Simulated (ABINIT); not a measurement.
# InP (F-43m): G0W0 with ABINIT, start to end

How does a plane-wave GW calculation on InP (F-43m) run from the first input to the gap?

Main program and level: ABINIT 10.8.3; PBE and many-body steps on it, plane waves.

### 1. The structure

It takes space group F-43m (No. 216, cubic). The conventional cell has a = 5.869 Å, b = 5.869 Å, c = 5.869 Å, α = 90.00°, β = 90.00°, γ = 90.00°. In has 4 P at 2.54 Å nearest. P has 4 In at 2.54 Å nearest. Farther neighbours are not listed.

The cell and positions come from the Crystallography Open Database and are kept as given unless a step says otherwise.

### 2. Ground state

This step: ABINIT 10.8.3; DFT, PBE, plane waves, norm-conserving pseudopotentials.

The ground-state density comes first.

run.abi reads:

```
acell 3*1.0 Angstrom
rprim 
  -0.000000000000 2.934350000000 2.934350000000
  2.934350000000 -0.000000000000 2.934350000000
  2.934350000000 2.934350000000 -0.000000000000
ntypat 2
znucl 49 15
natom 2
typat 1 2
xred 
  0.000000000000 0.000000000000 0.000000000000
  0.250000000000 0.250000000000 0.250000000000
pp_dirpath "pseudos"
pseudos "In.upf, P.upf"
ecut 33
ngkpt 6 6 6
nshiftk 1
shiftk 0 0 0
kptopt 1
chksymbreak 0
nband 18
occopt 1
tolvrs 1e-10
nstep 60
prtwf 0
indata_prefix "in"
outdata_prefix "out"
tmpdata_prefix "tmp"
```

On the command line:

```console
$ OMP_NUM_THREADS=1 mpirun -n 4 abinit run.abi > log
```

Numbers of over 12 decimals in the logs are rounded to 6 here.

Log:

```text
.Version 10.8.3 of ABINIT. v10.8.2 released Aug 2026.

 Symmetries : space group F-4 3 m (#216); Bravais cF (face-center cubic)
================================================================================
 Values of the parameters that define the memory need of the present run
     intxc =       0    ionmov =       0      iscf =       7    lmnmax =       6
     lnmax =       6     mgfft =      45  mpssoang =       3    mqgrid =    3001
     natom =       2  nloc_mem =       1    nspden =       1   nspinor =       1
    nsppol =       1      nsym =      24    n1xccc =    2501    ntypat =       2
    occopt =       1   xclevel =       2
-    mband =          18        mffmem =           1         mkmem =           4
       mpw =        3104          nfft =       91125          nkpt =          16
================================================================================
  Rough estimation (10% accuracy) of disk space for files :
================================================================================

--------------------------------------------------------------------------------
------------- Echo of variables that govern the present computation ------------
--------------------------------------------------------------------------------
 -outvars: echo values of preprocessed input variables --------
            acell      1.8897261259E+00  1.8897261259E+00  1.8897261259E+00 Bohr

      chksymbreak           0
             ecut      3.30000000E+01 Hartree
-          fftalg         312

              ixc     -101130
              kpt      0.00000000E+00  0.00000000E+00  0.00000000E+00
                       1.66666667E-01  0.00000000E+00  0.00000000E+00
                       3.33333333E-01  0.00000000E+00  0.00000000E+00
                       5.00000000E-01  0.00000000E+00  0.00000000E+00
                       1.66666667E-01  1.66666667E-01  0.00000000E+00
                       3.33333333E-01  1.66666667E-01  0.00000000E+00
                       5.00000000E-01  1.66666667E-01  0.00000000E+00
                      -3.33333333E-01  1.66666667E-01  0.00000000E+00
                      -1.66666667E-01  1.66666667E-01  0.00000000E+00
   [... 5 further rows ...]
                      -3.33333333E-01  3.33333333E-01  1.66666667E-01
                      -3.33333333E-01  5.00000000E-01  1.66666667E-01
         kptrlatt        6    0    0      0    6    0      0    0    6
          kptrlen      4.70518853E+01
P           mkmem           4
            natom           2
            nband          18
            ngfft          45      45      45
             nkpt          16
            nstep          60
             nsym          24
           ntypat           2
              occ      2.000000  2.000000  2.000000  2.000000  2.000000  2.000000
                       2.000000  2.000000  2.000000  2.000000  2.000000  2.000000
                       2.000000  0.000000  0.000000  0.000000  0.000000  0.000000
            prtwf           0
            rprim     -0.0000000000E+00  2.9343500000E+00  2.9343500000E+00
[...]
spgroup         216

           tolvrs      1.00000000E-10

             xred      0.0000000000E+00  0.0000000000E+00  0.0000000000E+00
[...]
znucl       49.00000   15.00000

================================================================================

 chkinp: Checking input parameters for consistency.

================================================================================
== DATASET  1 ==================================================================
-   mpi_nproc: 4, omp_nthreads: 1 (-1 if OMP is not activated)

--- !DatasetInfo
iteration_state: {dtset: 1, }
dimensions: {natom: 2, nkpt: 16, mband: 18, nsppol: 1, nspinor: 1, nspden: 1, mpw: 3104, }
cutoff_energies: {ecut:  33.0, pawecutdg:  -1.0, }
electrons: {nelect:   2.60000000E+01, charge:   0.00000000E+00, occopt:   1.00000000E+00, tsmear:   1.00000000E-02, }

 Real(R)+Recip(G) space primitive vectors, cartesian coordinates (Bohr,Bohr^-1):
 R(1)=  0.0000000  5.5451179  5.5451179  G(1)= -0.0901694  0.0901694  0.0901694
 R(2)=  5.5451179  0.0000000  5.5451179  G(2)=  0.0901694 -0.0901694  0.0901694
 R(3)=  5.5451179  5.5451179  0.0000000  G(3)=  0.0901694  0.0901694 -0.0901694
 Unit cell volume ucvol=  3.4100625E+02 bohr^3
 Angles (23,13,12)=  6.00000000E+01  6.00000000E+01  6.00000000E+01 degrees

 getcut: wavevector=  0.0000  0.0000  0.0000  ngfft=  45  45  45
         ecut(hartree)=     33.000   => boxcut(ratio)=   2.16973

--- Pseudopotential description ------------------------------------------------
- In Generated using ONCVPSP code by D. R. Hamann
- 49.00000  21.00000  171031                  znucl, zion, pspdat
12 -101130 2 -1 1964                          pspcod,pspxc,lmax,lloc,mmax
     nproj     2     2     2
  pspatm : epsatm=   33.77322108
         --- l  ekb(1:nproj) -->
[...]
pspatm: atomic psp has been read  and splines computed

- P Generated using ONCVPSP code by D. R. Hamann
- 15.00000   5.00000  171031                  znucl, zion, pspdat
12 -101130 2 -1 1298                          pspcod,pspxc,lmax,lloc,mmax
     nproj     2     2     2
  pspatm : epsatm=    8.05910421
         --- l  ekb(1:nproj) -->
[...]
2   -3.154982   -0.827415
 pspatm: atomic psp has been read  and splines computed

   1.08764046E+03                                ecore*ucvol(ha*bohr**3)
--------------------------------------------------------------------------------

_setup2: Arith. and geom. avg. npw (full set) are    3085.792    3085.771

================================================================================

--- !BeginCycle
iteration_state: {dtset: 1, }
solver: {iscf: 7, nstep: 60, nline: 4, wfoptalg: 0, }
tolerances: {tolvrs: 1.00E-10, }

     iter   Etot(hartree)      deltaE(h)  residm     vres2
 ETOT  1  -206.02448098893    -2.060E+02 2.006E-01 1.798E+02
 ETOT  2  -206.37957298910    -3.551E-01 7.285E-03 1.860E+01
 ETOT  3  -206.38183846316    -2.265E-03 1.870E-02 7.032E-01
 ETOT  4  -206.38187289972    -3.444E-05 1.332E-03 1.543E-01
 ETOT  5  -206.38188994096    -1.704E-05 5.514E-04 9.235E-03
 ETOT  6  -206.38189219044    -2.249E-06 2.339E-05 2.217E-03
 ETOT  7  -206.38189251365    -3.232E-07 1.575E-05 4.211E-06
 ETOT  8  -206.38189251432    -6.703E-10 7.250E-07 7.024E-08
 ETOT  9  -206.38189251433    -1.236E-11 5.387E-07 2.608E-09
 ETOT 10  -206.38189251434    -3.439E-12 6.526E-08 2.217E-10
 ETOT 11  -206.38189251434    -2.615E-12 1.863E-08 1.083E-11

 At SCF step   11       vres2   =  1.08E-11 < tolvrs=  1.00E-10 =>converged.

 Cartesian components of stress tensor (hartree/bohr^3)
  sigma(1 1)=  3.07171104E-05  sigma(3 2)=  0.00000000E+00
  sigma(2 2)=  3.07171104E-05  sigma(3 1)=  0.00000000E+00
  sigma(3 3)=  3.07171104E-05  sigma(2 1)=  0.00000000E+00

--- !ResultsGS
iteration_state: {dtset: 1, }
comment   : Summary of ground state results
lattice_vectors:
- [ -0.0000000,   5.5451179,   5.5451179, ]
- [  5.5451179,  -0.0000000,   5.5451179, ]
- [  5.5451179,   5.5451179,  -0.0000000, ]
lattice_lengths: [   7.84198,    7.84198,    7.84198, ]
lattice_angles: [ 60.000,  60.000,  60.000, ] # degrees, (23, 13, 12)
lattice_volume:   3.4100625E+02
convergence: {deltae: -2.615E-12, res2:  1.083E-11, residm:  1.863E-08, diffor: null, }
etotal    :  -2.06381893E+02
entropy   :   0.00000000E+00
fermie    :   1.80897190E-01
cartesian_stress_tensor: # hartree/bohr^3
- [  3.07171104E-05,   0.00000000E+00,   0.00000000E+00, ]
- [  0.00000000E+00,   3.07171104E-05,   0.00000000E+00, ]
- [  0.00000000E+00,   0.00000000E+00,   3.07171104E-05, ]
pressure_GPa:  -9.0373E-01
xred      :
- [  0.0000E+00,   0.0000E+00,   0.0000E+00, In]
- [  2.5000E-01,   2.5000E-01,   2.5000E-01,  P]
cartesian_forces: # hartree/bohr
- [  1.51746393E-30,   1.51746393E-30,  -4.55239178E-30, ]
- [ -1.51746393E-30,  -1.51746393E-30,   4.55239178E-30, ]
force_length_stats: {min:   5.03285848E-30, max:   5.03285848E-30, mean:   5.03285848E-30, }

 Integrated electronic density in atomic spheres:
 ------------------------------------------------
 Atom  Sphere_radius  Integrated_density
    1        2.00000         17.83551814
    2        2.00000          2.76432611
================================================================================

 ----iterations are completed or convergence reached----

 Mean square residual over all n,k,spin=   11.300E-11; max=  18.633E-09
 reduced coordinates (array xred) for    2 atoms
       0.000000000000      0.000000000000      0.000000000000
       0.250000000000      0.250000000000      0.250000000000
 rms dE/dt=  2.3800E-29; max dE/dt=  3.3658E-29; dE/dt below (all hartree)
    1       0.000000000000      0.000000000000      0.000000000000
    2      -0.000000000000     -0.000000000000      0.000000000000

 cartesian coordinates (angstrom) at end:
    1      0.000000     0.000000     0.000000
    2      1.467175     1.467175     1.467175

 cartesian forces (hartree/bohr) at end:
    1      0.000000     0.000000    -0.000000
    2     -0.000000    -0.000000     0.000000
 frms,max,avg= 2.9057222E-30 4.5523918E-30   0.000E+00  0.000E+00  0.000E+00 h/b

 cartesian forces (eV/Angstrom) at end:
    1      0.000000     0.000000    -0.000000
    2     -0.000000    -0.000000     0.000000
 frms,max,avg= 1.4941824E-28 2.3409340E-28   0.000E+00  0.000E+00  0.000E+00 e/A
 length scales=  1.889726125908  1.889726125908  1.889726125908 bohr
              =  1.000000000000  1.000000000000  1.000000000000 angstroms
 prteigrs : about to open file out_EIG
 Fermi (or HOMO) energy (hartree) =   0.18090   Average Vxc (hartree)=  -0.34739
 Eigenvalues (hartree) for nkpt=  16  k points:
 kpt#   1, nband= 18, wtk=  0.00463, kpt=  0.0000  0.0000  0.0000 (reduced coord)
  -4.04732   -2.52125   -2.52125   -2.52125   -0.34094   -0.34094   -0.34094   -0.33551
  -0.33551   -0.24140    0.18090    0.18090    0.18090    0.20616    0.33111    0.33111
   0.33111    0.49603
 prteigrs : prtvol=0 or 1, do not print more k-points.

--- !EnergyTerms
iteration_state     : {dtset: 1, }
comment             : Components of total free energy in Hartree
kinetic             :  7.02097974032080E+01
hartree             :  7.45662089227502E+01
xc                  : -3.01399069980933E+01
Ewald energy        : -1.03918092430690E+02
psp_core            :  3.18950299759936E+00
local_psp           : -2.04467737547230E+02
non_local_psp       : -1.58216648618852E+01
total_energy        : -2.06381892514341E+02
total_energy_eV     : -5.61593739138427E+03
band_energy         : -2.65096349818950E+01

 Cartesian components of stress tensor (hartree/bohr^3)
  sigma(1 1)=  3.07171104E-05  sigma(3 2)=  0.00000000E+00
  sigma(2 2)=  3.07171104E-05  sigma(3 1)=  0.00000000E+00
  sigma(3 3)=  3.07171104E-05  sigma(2 1)=  0.00000000E+00

-Cartesian components of stress tensor (GPa)         [Pressure= -9.0373E-01 GPa]
- sigma(1 1)=  9.03728589E-01  sigma(3 2)=  0.00000000E+00
- sigma(2 2)=  9.03728589E-01  sigma(3 1)=  0.00000000E+00
- sigma(3 3)=  9.03728589E-01  sigma(2 1)=  0.00000000E+00

== END DATASET(S) ==============================================================
================================================================================

 -outvars: echo values of variables after computation  --------
           etotal     -2.0638189251E+02
            nband          18
             nkpt          16
          spgroup         216
 [... the other variables as echoed above ...]

 Calculation completed.
```

It took 11 s on 4 MPI ranks of Arm Neoverse V2, shared host; peak memory 0.33 GiB.

Numbers from this step:

```
total energy               : -5615.9374 eV
gap                        : 0.6874 eV
k of the valence top       : 0, 0, 0
k of the conduction bottom : 0, 0, 0
least direct gap           : 0.6874 eV
pressure                   : -0.9037 GPa
```

The gap is direct, at Γ.

The cutoff was set for levels, not for stress, so the pressure can be off by some GPa.

(Continued in part 2 of 3.)

[Paths, hosts, dates, memory and timing lines, banners, echoed tables and standing remarks are left out of the program output.]

[Logs are printed without paths, hosts, clocks, repeated set-up lines and the standing remarks that a program may print on its own settings, such as how far it seeks lower states.]

[Runs of the session that timed out or met a known fault of the program may be left out.]

[Hosts, paths, dates, database ids (printed as entryN), source tags and the programs' standing remarks are cut or masked in the printed files.]

[G0W0 gaps are taken among the corrected bands and points alone; a level outside them can change the order at an edge.]

[Where Ansatz stands beside ABINIT at settings called matched, ABINIT's density can come from a denser mesh and the files from another edition; pairs whose starting gaps differed by over 0.03 eV were left out, so agreement reads better than it is.]
